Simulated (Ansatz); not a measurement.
# SnI4O12 (P-1): the gap up the ladder of methods, part 2 of 3

What gap does each level of theory give for SnI4O12 (P-1), and in what time?

Ansatz 0.2.0; density functionals, hybrids and G0W0, plane waves, PAW. Known limits of the many-body steps: finite bands, screening cutoff and k mesh; no spin-orbit coupling in G0W0.

So far. Step 4 (PBE on the 4×4×4 mesh): Over mesh and path the gap is 2.746 eV, from k = (0.000, -0.500, -0.500) to k = (0.250, -0.500, 0.000). The least direct gap found is 2.892 eV, at k = (-0.400, -0.400, 0.000). PBE against PBEsol: 2.746 − 2.689 = +0.057 eV, with the same mesh, files and cutoff, and both edges at the same k points. Step 5 (PBE+SOC on the 4×4×4 mesh): Over mesh and listed points the gap is 2.703 eV, from k = (0.000, -0.500, -0.500) to k = (0.250, -0.500, 0.000).

In doubt: masses and optical values from hybrid runs of this build are listed as unsure (steps 11, 12), which bears on the screening that GW takes from such a start.

### Step 6. r2SCAN on the 4×4×4 mesh

r2SCAN is a meta-GGA: it depends on the kinetic-energy density as well as on the density and its gradient.

This step: DFT, r2SCAN, plane waves, PAW; PAW set soft_1.

input.yaml reads:

```yaml
crystal:
  lattice:
    - [5.0576, 0.0, 0.0]
    - [0.1062173362, 6.279901792, 0.0]
    - [0.1980229617, 0.3361895656, 8.3774187989]
  atoms:
    - { symbol: Sn, position: [0.0, 0.0, 0.5] }
    - { symbol: I, position: [0.5061148231, 0.7764667496, 0.237035738] }
    - { symbol: I, position: [0.4938851769, 0.2235332504, 0.762964262] }
    - { symbol: I, position: [0.9806449621, 0.6993687757, 0.8436912468] }
    - { symbol: I, position: [0.0193550379, 0.3006312243, 0.1563087532] }
    - { symbol: O, position: [0.782882709, 0.9590566929, 0.2966559641] }
    - { symbol: O, position: [0.217117291, 0.0409433071, 0.7033440359] }
    - { symbol: O, position: [0.3031160215, 0.7954234777, 0.4238411328] }
    - { symbol: O, position: [0.6968839785, 0.2045765223, 0.5761588672] }
    - { symbol: O, position: [0.8472236491, 0.7454330787, 0.6369154755] }
    - { symbol: O, position: [0.1527763509, 0.2545669213, 0.3630845245] }
    - { symbol: O, position: [0.8260917482, 0.4351970098, 0.8854019874] }
    - { symbol: O, position: [0.1739082518, 0.5648029902, 0.1145980126] }
    - { symbol: O, position: [0.6674548844, 0.5288324017, 0.2906575423] }
    - { symbol: O, position: [0.3325451156, 0.4711675983, 0.7093424577] }
    - { symbol: O, position: [0.7314164081, 0.8620142688, 0.9456220245] }
    - { symbol: O, position: [0.2685835919, 0.1379857312, 0.0543779755] }
kpoints:
  mp_grid: { grid: [4, 4, 4] }
  band_path:
    path:
      - [0.0, 0.0, 0.0]
      - [0.0, -0.5, 0.0]
      - [-0.5, 0.0, 0.0]
      - [0.0, 0.0, -0.5]
      - [-0.5, -0.5, -0.5]
      - [-0.5, 0.0, -0.5]
      - [0.0, -0.5, -0.5]
      - [-0.5, -0.5, 0.0]
      - [0.25, -0.5, 0.0]
      - [-0.4, -0.4, 0.0]
    npoints: 1
hamiltonian:
  xc: r2scan
  pseudopotentials: { kind: paw, azcp: { folder: soft_1 } }
scf:
  occupations: { method: fixed }
  n_extra_bands: 9
output:
  eigenvalues: true
  forces: true
  stress: true
```

Command:

```bash
$ ansatz run input.yaml --threads 2 --pin off --max-ram 92160MiB --backend cuda --events-out ev --progress --plain --runs-dir out --devices 1 --max-vram 13GiB
```

Numbers of over 12 decimals in the logs are rounded to 6 here.

Log:

```text
[...]
GPUs: using 1 of 1 available (devices: 1).
[...]
GPU FFT provider: cuFFT
GPU libraries: cuBLAS 13.8.2, cuFFT 12.4.0, cuSOLVER 12.3.4
Crystal: 17 atoms, lattice volume = 266.077 Å³
Basis set: ecut = 500 eV, 6771 PW (Γ), exchange–correlation on 160×192×256 points (64 copies of the dense FFT grid, shifted against one another)
[...]
k-point 0: bands = [... 73 lower, 5.0230, 5.0355, 5.0804, 5.2384, 9.1475, 9.2010, 9.5037, 9.7976, ... 5 higher]
  k-point 1: bands = [... 73 lower, 4.9861, 5.0089, 5.0577, 5.2333, 9.0092, 9.3398, 9.4534, 9.8156, ... 5 higher]
  k-point 2: bands = [... 73 lower, 4.9577, 4.9743, 5.0226, 5.2269, 9.0293, 9.1142, 9.6334, 9.8923, ... 5 higher]
  k-point 35: bands = [... 73 lower, 4.6832, 5.0040, 5.0146, 5.3607, 8.8715, 9.6546, 9.6808, 9.8366, ... 5 higher]
[key lines of the parts left out:]
SCF converged after 11 iterations
Free energy (F): -42951.876533 eV
Fermi energy:    5.512624 eV
P = ⅓ Tr σ = -3.3775 GPa (-33.775 kbar)
```

Elapsed: 27 s, on 1 × NVIDIA H100 80GB HBM3 (shared by 6 runs) with 2 threads of AMD EPYC 7R13 (Zen 3), shared host; peak memory 1.4 GiB.

This step gave:

- pressure: -3.377 GPa
- gap: 3.159 eV
- valence top at: U
- conduction bottom at: k = (0.250, -0.500, 0.000)
- least direct gap: 3.317 eV

Over mesh and listed points the gap is 3.159 eV, from k = (0.000, -0.500, -0.500) to k = (0.250, -0.500, 0.000). The least direct gap found is 3.317 eV, at k = (-0.400, -0.400, 0.000). r2SCAN against PBE: 3.159 − 2.746 = +0.413 eV. The runs also differ in plane-wave cutoff (420 eV and 500 eV), so how much of this comes from the functional alone is not known.

### Step 7. HSE06 on the 4×2×2 mesh

HSE06 mixes in a quarter of exact exchange at short range.

This step: DFT, HSE06, plane waves, PAW; PAW set soft_1.

Changes to input.yaml since step 6:

```diff
@@ -24,3 +24,3 @@
 kpoints:
-  mp_grid: { grid: [4, 4, 4] }
+  mp_grid: { grid: [4, 2, 2] }
   band_path:
@@ -39,3 +39,3 @@
 hamiltonian:
-  xc: r2scan
+  xc: hse06
   pseudopotentials: { kind: paw, azcp: { folder: soft_1 } }
@@ -46,3 +46 @@
   eigenvalues: true
-  forces: true
-  stress: true
```

Log:

```text
[...]
GPUs: using 1 of 1 available (devices: 1).
[...]
davidson cushion auto → on  (no smearing: the cushion is to keep the highest requested band from converging to the state above it; pin scf.eigensolver.cushion to override)
[...]
GPU FFT provider: cuFFT
GPU libraries: cuBLAS 13.8.2, cuFFT 12.4.0, cuSOLVER 12.3.4
Crystal: 17 atoms, lattice volume = 266.077 Å³
Basis set: ecut = 420 eV, 5213 PW (Γ)
[...]
Fermi energy:    4.916065 eV
[...]
--- Band table (eV; the first three rows and the last of 12) ---
  k-point 0: bands = [... 73 lower, 4.2610, 4.3568, 4.4332, 4.5828, 9.3958, 9.4930, 9.8232, 10.0988, ... 5 higher]
  k-point 1: bands = [... 73 lower, 4.1469, 4.3600, 4.3717, 4.5595, 9.2893, 9.3607, 9.9519, 10.2352, ... 5 higher]
  k-point 2: bands = [... 73 lower, 4.3320, 4.3323, 4.4880, 4.7671, 9.4958, 9.7442, 10.4033, 10.5612, ... 5 higher]
  k-point 11: bands = [... 73 lower, 3.9401, 4.3338, 4.3747, 4.7322, 9.1093, 9.9607, 9.9951, 10.1573, ... 5 higher]
[key lines of the parts left out:]
Free energy (F): -42881.281950 eV
```

It took 81 s on 1 × NVIDIA H100 80GB HBM3 (shared by 6 runs) with 2 threads; peak memory 1.7 GiB.

Numbers from this step:

```yaml
gap: 4.002 eV
valence_top_at: U
conduction_bottom_at: k = (0.250, -0.500, 0.000)
least_direct_gap: 4.166 eV
exact_exchange_fraction: 0.25
```

Over mesh and listed points the gap is 4.002 eV, from k = (0.000, -0.500, -0.500) to k = (0.250, -0.500, 0.000). The least direct gap found is 4.166 eV, at k = (-0.400, -0.400, 0.000). HSE06 against PBE: 4.002 − 2.746 = +1.256 eV. The runs also differ in mesh (4×4×4 and 4×2×2), so how much of this comes from the functional alone is not known.

### Step 8. PBE0 on the 4×2×2 mesh

PBE0 mixes in a quarter of exact exchange at all distances.

This step: DFT, PBE0, plane waves, PAW; PAW set soft_1.

Changes to input.yaml since step 7:

```diff
@@ -39,3 +39,3 @@
 hamiltonian:
-  xc: hse06
+  xc: pbe0
   pseudopotentials: { kind: paw, azcp: { folder: soft_1 } }
@@ -46 +46,5 @@
   eigenvalues: true
+  write_density: true
+  write_potential: true
+  elf: true
+  volumetric_format: npy
```

Log:

```text
[...]
GPUs: using 1 of 1 available (devices: 1).
[...]
GPU FFT provider: cuFFT
GPU libraries: cuBLAS 13.8.2, cuFFT 12.4.0, cuSOLVER 12.3.4
Crystal: 17 atoms, lattice volume = 266.077 Å³
Basis set: ecut = 420 eV, 5213 PW (Γ)
Bands: 86, of which v1, the nominal top of the filled ones, is band 77 counted from 1 (76 counted from 0)
Symmetry: 2 space group operations
[...]
k-points: 12 of 16
[...]
Fermi energy:    4.536267 eV
[...]
--- Band table (eV; the first three rows and the last of 12) ---
  k-point 0: bands = [... 73 lower, 3.8638, 3.9674, 4.0520, 4.1978, 9.7578, 9.8568, 10.1930, 10.4684, ... 5 higher]
  k-point 1: bands = [... 73 lower, 3.7478, 3.9779, 3.9843, 4.1743, 9.6501, 9.7223, 10.3230, 10.6067, ... 5 higher]
  k-point 2: bands = [... 73 lower, 3.9402, 3.9463, 4.0983, 4.3873, 9.8605, 10.1127, 10.7795, 10.9397, ... 5 higher]
  k-point 11: bands = [... 73 lower, 3.5458, 3.9435, 3.9899, 4.3495, 9.4710, 10.3336, 10.3655, 10.5311, ... 5 higher]
[key lines of the parts left out:]
Free energy (F): -42878.005435 eV
```

Elapsed: 81 s, on 1 × NVIDIA H100 80GB HBM3 (shared by 6 runs) with 2 threads; peak memory 1.7 GiB; 1.9 min of CPU time.

Numbers from this step:

* gap: 4.739 eV
* valence top at: U
* conduction bottom at: k = (0.250, -0.500, 0.000)
* least direct gap: 4.902 eV
* exact-exchange fraction: 0.25

Over mesh and listed points the gap is 4.739 eV, from k = (0.000, -0.500, -0.500) to k = (0.250, -0.500, 0.000). The least direct gap found is 4.902 eV, at k = (-0.400, -0.400, 0.000). PBE0 against HSE06: 4.739 − 4.002 = +0.737 eV, with the same mesh, files and cutoff, and both edges at the same k points.

### Step 9. DDH-PBE0 on the 4×2×2 mesh

The input asks for a share of exact exchange of one over the crystal's ε∞, which the program works out first.

This step: DFT, dielectric-dependent PBE0 (fraction 1/eps_inf of PBE), plane waves, PAW; PAW set soft_1.

Changes to input.yaml since step 8:

```diff
@@ -23,2 +23,3 @@
     - { symbol: O, position: [0.2685835919, 0.1379857312, 0.0543779755] }
+  host: atoms
 kpoints:
@@ -39,3 +40,6 @@
 hamiltonian:
-  xc: pbe0
+  xc:
+    exchange: pbe
+    correlation: pbe
+    exx: { coeff: inverse_dielectric }
   pseudopotentials: { kind: paw, azcp: { folder: soft_1 } }
```

Log:

```text
[...]
the fraction of exact exchange is that of a crystal of Sn1I4O12
GPUs: using 1 of 1 available (devices: 1).
[...]
a weight of exact exchange comes from the crystal, and the text's number only plans the run
Solving k-mesh 2×2×2 for the fraction of exact exchange
[...]
Fermi energy:    4.704424 eV
[...]
--- Band table (eV; the first three rows and the last of 12) ---
  k-point 0: bands = [... 73 lower, 4.0784, 4.1495, 4.2219, 4.3777, 9.6694, 9.7623, 10.0990, 10.3711, ... 5 higher]
  k-point 1: bands = [... 73 lower, 3.9613, 4.1461, 4.1641, 4.3564, 9.5576, 9.6362, 10.2279, 10.5034, ... 5 higher]
  k-point 2: bands = [... 73 lower, 4.1249, 4.1279, 4.2798, 4.5570, 9.7643, 10.0186, 10.6816, 10.8358, ... 5 higher]
  k-point 11: bands = [... 73 lower, 3.7432, 4.1252, 4.1640, 4.5228, 9.3818, 10.2382, 10.2660, 10.4328, ... 5 higher]
[key lines of the parts left out:]
Free energy (F): -42876.166185 eV
```

The job ended after 1.7 min (1 × NVIDIA H100 80GB HBM3 (shared by 6 runs) with 2 threads; peak memory 2.5 GiB).

This step gave:

```
gap                     : 4.481 eV
valence top at          : U
conduction bottom at    : k = (0.250, -0.500, 0.000)
least direct gap        : 4.643 eV
exact-exchange fraction : 0.2188
```

Over mesh and listed points the gap is 4.481 eV, from k = (0.000, -0.500, -0.500) to k = (0.250, -0.500, 0.000). The least direct gap found is 4.643 eV, at k = (-0.400, -0.400, 0.000). DDH-PBE0 against PBE0: 4.481 − 4.739 = −0.258 eV, with the same mesh, files and cutoff, and both edges at the same k points.

### Step 10. G0W0@PBE, 4×2×2 mesh, 1000 empty bands, screening to 140 eV, PAW set soft_1 files

G0W0 replaces the xc potential by a self-energy built once from the orbitals of the start. Levels are corrected in the window of bands that the input names, at points of the mesh.

This step: G0W0 on PBE, plane waves, PAW; PAW set soft_1.

Changes to input.yaml since step 9:

```diff
@@ -23,23 +23,6 @@
     - { symbol: O, position: [0.2685835919, 0.1379857312, 0.0543779755] }
-  host: atoms
 kpoints:
   mp_grid: { grid: [4, 2, 2] }
-  band_path:
-    path:
-      - [0.0, 0.0, 0.0]
-      - [0.0, -0.5, 0.0]
-      - [-0.5, 0.0, 0.0]
-      - [0.0, 0.0, -0.5]
-      - [-0.5, -0.5, -0.5]
-      - [-0.5, 0.0, -0.5]
-      - [0.0, -0.5, -0.5]
-      - [-0.5, -0.5, 0.0]
-      - [0.25, -0.5, 0.0]
-      - [-0.4, -0.4, 0.0]
-    npoints: 1
 hamiltonian:
-  xc:
-    exchange: pbe
-    correlation: pbe
-    exx: { coeff: inverse_dielectric }
+  xc: pbe
   pseudopotentials: { kind: paw, azcp: { folder: soft_1 } }
@@ -47,8 +30,7 @@
   occupations: { method: fixed }
-  n_extra_bands: 9
-output:
-  eigenvalues: true
-  write_density: true
-  write_potential: true
-  elf: true
-  volumetric_format: npy
+gw:
+  n_empty_bands: 1000
+  ecut_chi: 140.0
+  qp_bands: [v4, c4]
+  qp_kpoints: band_edges
+  screening: { model: contour_deformation }
```

Log:

```text
GPUs: using 1 of 1 available (devices: 1).
[...]
GPU FFT provider: cuFFT
GPU libraries: cuBLAS 13.8.2, cuFFT 12.4.0, cuSOLVER 12.3.4
Crystal: 17 atoms, lattice volume = 266.077 Å³
Basis set: ecut = 420 eV, 5213 PW (Γ)
Bands: 94, of which v1, the nominal top of the filled ones, is band 77 counted from 1 (76 counted from 0)
Symmetry: 2 space group operations
[...]
k-points: 12 of 16
[...]
0    81      9.7280   -13.9385    -3.5783   -18.3846  0.7775    10.6064    10.5957  root
[...]
11    78      8.8001   -14.6288    -3.3548   -18.8068  0.7821     9.6312     9.6233  root
    11    79      9.6041   -13.5453    -3.7228   -18.1270  0.7770    10.4737    10.4629  root
    11    80      9.6164   -14.0348    -3.6315   -18.5747  0.7765    10.5364    10.5248  root
    11    81      9.7774   -13.6685    -3.5912   -18.1521  0.7751    10.6814    10.6698  root
[key lines of the parts left out:]
SCF converged after 13 iterations
Free energy (F): -42863.907735 eV
Fermi energy:    5.862998 eV
```

The job ended after 66 s (1 × NVIDIA H100 80GB HBM3 (shared by 6 runs) with 2 threads; peak memory 4 GiB; 1.7 min of CPU time).

Numbers from this step:

| Quantity | Value |
| --- | --- |
| bands summed | 1077 |
| RPA ε∞ on this mesh (eigenvalues) | 3.982, 4.525, 4.599 |
| plane waves in the screening matrix | 987 |
| G0W0 gap over the corrected points | 4.111 eV |
| k of the valence top | 0, -0.5, -0.5 |
| k of the conduction bottom | 0.25, -0.5, 0 |
| starting gap on the mesh | 2.746 eV |
| Z at the valence top | 0.7372 |
| Z at the conduction bottom | 0.7840 |
| least direct G0W0 gap over the corrected points | 4.315 eV |

Over all 12 irreducible mesh points the G0W0 gap is 4.111 eV, from k = (0.000, -0.500, -0.500) to k = (0.250, -0.500, 0.000). The PBE gap of this run on the mesh is 2.746 eV. The two states that bound the G0W0 gap lie that far apart at the start, so the correction of the gap is 4.111 − 2.746 = +1.365 eV.

### Step 11. G0W0@HSE06, 4×2×2 mesh, 1000 empty bands, screening to 140 eV, PAW set soft_1 files

This step: G0W0 on HSE06, plane waves, PAW; PAW set soft_1.

Changes to input.yaml since step 10:

```diff
@@ -26,3 +26,3 @@
 hamiltonian:
-  xc: pbe
+  xc: hse06
   pseudopotentials: { kind: paw, azcp: { folder: soft_1 } }
```

Log:

```text
GPUs: using 1 of 1 available (devices: 1).
[...]
GPU FFT provider: cuFFT
GPU libraries: cuBLAS 13.8.2, cuFFT 12.4.0, cuSOLVER 12.3.4
Crystal: 17 atoms, lattice volume = 266.077 Å³
Basis set: ecut = 420 eV, 5213 PW (Γ)
Bands: 94, of which v1, the nominal top of the filled ones, is band 77 counted from 1 (76 counted from 0)
Symmetry: 2 space group operations
[...]
k-points: 12 of 16
[...]
0    80      9.8232   -12.0022    -3.4809   -16.1879  0.8176    10.5323    10.5280  root
     0    81     10.0988   -13.1915    -3.5059   -17.4417  0.8155    10.8479    10.8430  root
[...]
11    78      9.1093   -13.8595    -3.3470   -17.9361  0.8191     9.8430     9.8389  root
    11    79      9.9607   -13.0429    -3.5700   -17.3525  0.8145    10.7052    10.7003  root
    11    80      9.9951   -13.3095    -3.5789   -17.6690  0.8142    10.7811    10.7757  root
    11    81     10.1573   -12.8615    -3.5014   -17.1229  0.8136    10.9225    10.9173  root
[key lines of the parts left out:]
Free energy (F): -42881.281950 eV
Fermi energy:    4.916082 eV
```

The job ended after 5.7 min (1 × NVIDIA H100 80GB HBM3 (shared by 6 runs) with 2 threads; peak memory 4.5 GiB; 7.6 min of CPU time).

Numbers from this step:

```
bands summed                                    : 1077
RPA ε∞ on this mesh (eigenvalues)               : 3.222, 3.588, 3.640
plane waves in the screening matrix             : 987
G0W0 gap over the corrected points              : 4.814 eV
k of the valence top                            : 0, -0.5, -0.5
k of the conduction bottom                      : 0.25, -0.5, 0
starting gap on the mesh                        : 4.002 eV
Z at the valence top                            : 0.7819
Z at the conduction bottom                      : 0.8208
least direct G0W0 gap over the corrected points : 5.025 eV
```

Over all 12 irreducible mesh points the G0W0 gap is 4.814 eV, from k = (0.000, -0.500, -0.500) to k = (0.250, -0.500, 0.000). The HSE06 gap of this run on the mesh is 4.002 eV. The two states that bound the G0W0 gap lie that far apart at the start, so the correction of the gap is 4.814 − 4.002 = +0.812 eV. G0W0@HSE06 against G0W0@PBE with 1077 bands: 4.814 − 4.111 = +0.703 eV, with the same mesh, files and cutoffs, and both edges at the same k points.

### Step 12. G0W0@PBE0, 4×2×2 mesh, 1000 empty bands, screening to 140 eV, PAW set soft_1 files

This step: G0W0 on PBE0, plane waves, PAW; PAW set soft_1.

Changes to input.yaml since step 11:

```diff
@@ -26,3 +26,3 @@
 hamiltonian:
-  xc: hse06
+  xc: pbe0
   pseudopotentials: { kind: paw, azcp: { folder: soft_1 } }
```

Log:

```text
GPUs: using 1 of 1 available (devices: 1).
[...]
GPU FFT provider: cuFFT
GPU libraries: cuBLAS 13.8.2, cuFFT 12.4.0, cuSOLVER 12.3.4
Crystal: 17 atoms, lattice volume = 266.077 Å³
Basis set: ecut = 420 eV, 5213 PW (Γ)
Bands: 94, of which v1, the nominal top of the filled ones, is band 77 counted from 1 (76 counted from 0)
Symmetry: 2 space group operations
[...]
k-points: 12 of 16
[...]
0    80     10.1930   -11.9662    -3.3777   -15.7843  0.8296    10.6348    10.6334  root
     0    81     10.4684   -13.1534    -3.4062   -17.0408  0.8273    10.9512    10.9495  root
[...]
11    78      9.4710   -13.8161    -3.2655   -17.5447  0.8307     9.9355     9.9341  root
    11    79     10.3336   -13.0089    -3.4674   -16.9506  0.8266    10.8094    10.8078  root
    11    80     10.3655   -13.2732    -3.4775   -17.2692  0.8262    10.8858    10.8839  root
    11    81     10.5311   -12.8274    -3.3977   -16.7203  0.8258    11.0281    11.0263  root
[key lines of the parts left out:]
Free energy (F): -42878.005435 eV
Fermi energy:    4.536253 eV
```

The job ended after 4.7 min (1 × NVIDIA H100 80GB HBM3 (shared by 6 runs) with 2 threads; peak memory 4.5 GiB; 6 min of CPU time).

Numbers from this step:

```yaml
bands_summed: 1077
rpa_eps_infinity_on_this_mesh_eigenvalues: 3.053, 3.375, 3.420
plane_waves_in_the_screening_matrix: 987
g0w0_gap_over_the_corrected_points: 5.032 eV
k_of_the_valence_top: 0, -0.5, -0.5
k_of_the_conduction_bottom: 0.25, -0.5, 0
starting_gap_on_the_mesh: 4.739 eV
z_at_the_valence_top: 0.7951
z_at_the_conduction_bottom: 0.8322
least_direct_g0w0_gap_over_the_corrected_points: 5.247 eV
```

Over all 12 irreducible mesh points the G0W0 gap is 5.032 eV, from k = (0.000, -0.500, -0.500) to k = (0.250, -0.500, 0.000). The PBE0 gap of this run on the mesh is 4.739 eV. The two states that bound the G0W0 gap lie that far apart at the start, so the correction of the gap is 5.032 − 4.739 = +0.293 eV. G0W0@PBE0 against G0W0@HSE06 with 1077 bands: 5.032 − 4.814 = +0.218 eV, with the same mesh, files and cutoffs, and both edges at the same k points. The program's warnings for this run: coarse exchange mesh.

(Continued in part 3 of 3.)

[Paths, hosts, dates, memory and timing lines, banners, echoed tables and standing remarks are left out of the program output.]

[Logs are printed without paths, hosts, clocks, repeated set-up lines and the standing remarks that a program may print on its own settings, such as how far it seeks lower states.]

[Runs of the session that timed out or met a known fault of the program may be left out.]

[Cells called generated may have been cut or substituted from an entry of the Crystallography Open Database or the Materials Project.]

[Hosts, paths, dates, database ids (printed as entryN), source tags and the programs' standing remarks are cut or masked in the printed files.]

[Where an RPA ε∞ is given, it is that of the G0W0 mesh and is not shown converged in it. Names of k-points follow the symmetry that the program found, which can be lower than the space group named. Band edges on a path are those of the sampled points; other points can move an edge, and change direct to indirect where valleys lie close.]

[Hybrid gaps are those of their k-mesh and are not shown converged in it.]
